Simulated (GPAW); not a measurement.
Consider Li3Au (Fm-3m).

```cif
data_structure
_symmetry_space_group_name_H-M 'P 1'
_symmetry_Int_Tables_number 1
_cell_length_a 4.4562
_cell_length_b 4.4562
_cell_length_c 4.4562
_cell_angle_alpha 60.000
_cell_angle_beta 60.000
_cell_angle_gamma 60.000
_cell_volume 62.57
loop_
_atom_site_label
_atom_site_type_symbol
_atom_site_fract_x
_atom_site_fract_y
_atom_site_fract_z
_atom_site_occupancy
Au1 Au 0.00000 0.00000 0.00000 1
Li2 Li 0.50000 0.50000 0.50000 1
Li3 Li 0.75000 0.75000 0.75000 1
Li4 Li 0.25000 0.25000 0.25000 1
```

Absorber: atom 2, with 8 Li at 2.73 Å and 6 Au at 3.15 Å (cube and octahedron, as in bcc, site symmetry m-3m). Method: GPAW, LDA, excited-electron core hole (neutral cell), 16-atom cell with 6.3 Å between holes, 5×5×5 k points, dipole transitions, Gaussian full width 0.9 eV up to 4 eV, rising linearly to 3.5 eV at 25 eV, without spin-orbit coupling.

**Question.** Where do the maxima of the Li K edge fall?

Main maxima up to 24 eV above the zero (height): 0.4 eV (0.81), 1.6 eV (1.17), 3.7 eV (2.34), 6.2 eV (1.84), 8.9 eV (1.13), 12.1 eV (1.51) and 22.3 eV (0.88). A K edge sees empty p states on the absorber. The total-energy difference is 57.07 eV. One term is added: -3.34 eV, since the hole is spin-paired here and a spin-polarised one costs that much less in the free atom (computed apart). The photon energy is then 53.73 eV. The tabulated edge of the element is 54.7 eV. The functional leaves an error in such absolute values: in the free atom LDA prices this hole 1.0 eV below PBE (computed apart), and PBE is itself good to a few eV.

The Li K spectrum (energy from the lowest empty level; intensity scaled to a mean of 1 over the first 20 eV):

```csv
E (eV),intensity
-2.0,0.00
-1.4,0.00
-0.8,0.02
-0.2,0.33
0.4,0.81
1.0,0.75
1.6,1.17
2.2,0.76
2.8,1.06
3.4,2.05
4.0,2.06
4.6,0.86
5.2,0.99
5.8,1.61
6.4,1.79
7.0,1.23
7.6,0.96
8.2,1.04
8.8,1.13
9.4,1.09
10.0,1.04
10.6,1.11
11.2,1.30
11.8,1.48
12.4,1.49
13.0,1.31
13.6,1.05
14.2,0.80
14.8,0.62
15.4,0.51
16.0,0.45
16.6,0.42
17.2,0.41
17.8,0.40
18.4,0.40
19.0,0.43
19.6,0.50
20.2,0.61
20.8,0.72
21.4,0.82
22.0,0.88
22.6,0.88
23.2,0.83
23.8,0.75
24.4,0.66
25.0,0.58
25.6,0.52
26.2,0.48
26.8,0.47
27.4,0.46
28.0,0.46
28.6,0.46
29.2,0.45
29.8,0.43
30.4,0.41
31.0,0.39
31.6,0.37
```

The crystal has 2 inequivalent Li sites and not all are shown here, while a measurement adds them all. The holes are only 6.3 Å apart, so the shape is probably not converged with cell size; no larger cell was run here. Lifetime broadening is put in by hand, and intensities beyond about 20 eV depend on it and on the partial waves. The structure is a published determination, not relaxed.

[Banner, clock and machine lines of the logs are left out without a mark of their own.]

[Logs are printed without paths, hosts, clocks, repeated set-up lines and the standing remarks that a program may print on its own settings, such as how far it seeks lower states.]

[Hosts, paths, dates, database ids (printed as entryN), source tags and the programs' standing remarks are cut or masked in the printed files.]

[Lists of maxima count a maximum above −3 eV only where it reaches 4 % of the highest in the window and stands out from its surroundings by 2 % of it (1.5 % where it reaches 55 %); shoulders and weaker maxima are passed over, and of the rest the first, up to two pre-edge ones and the few strongest are named.]
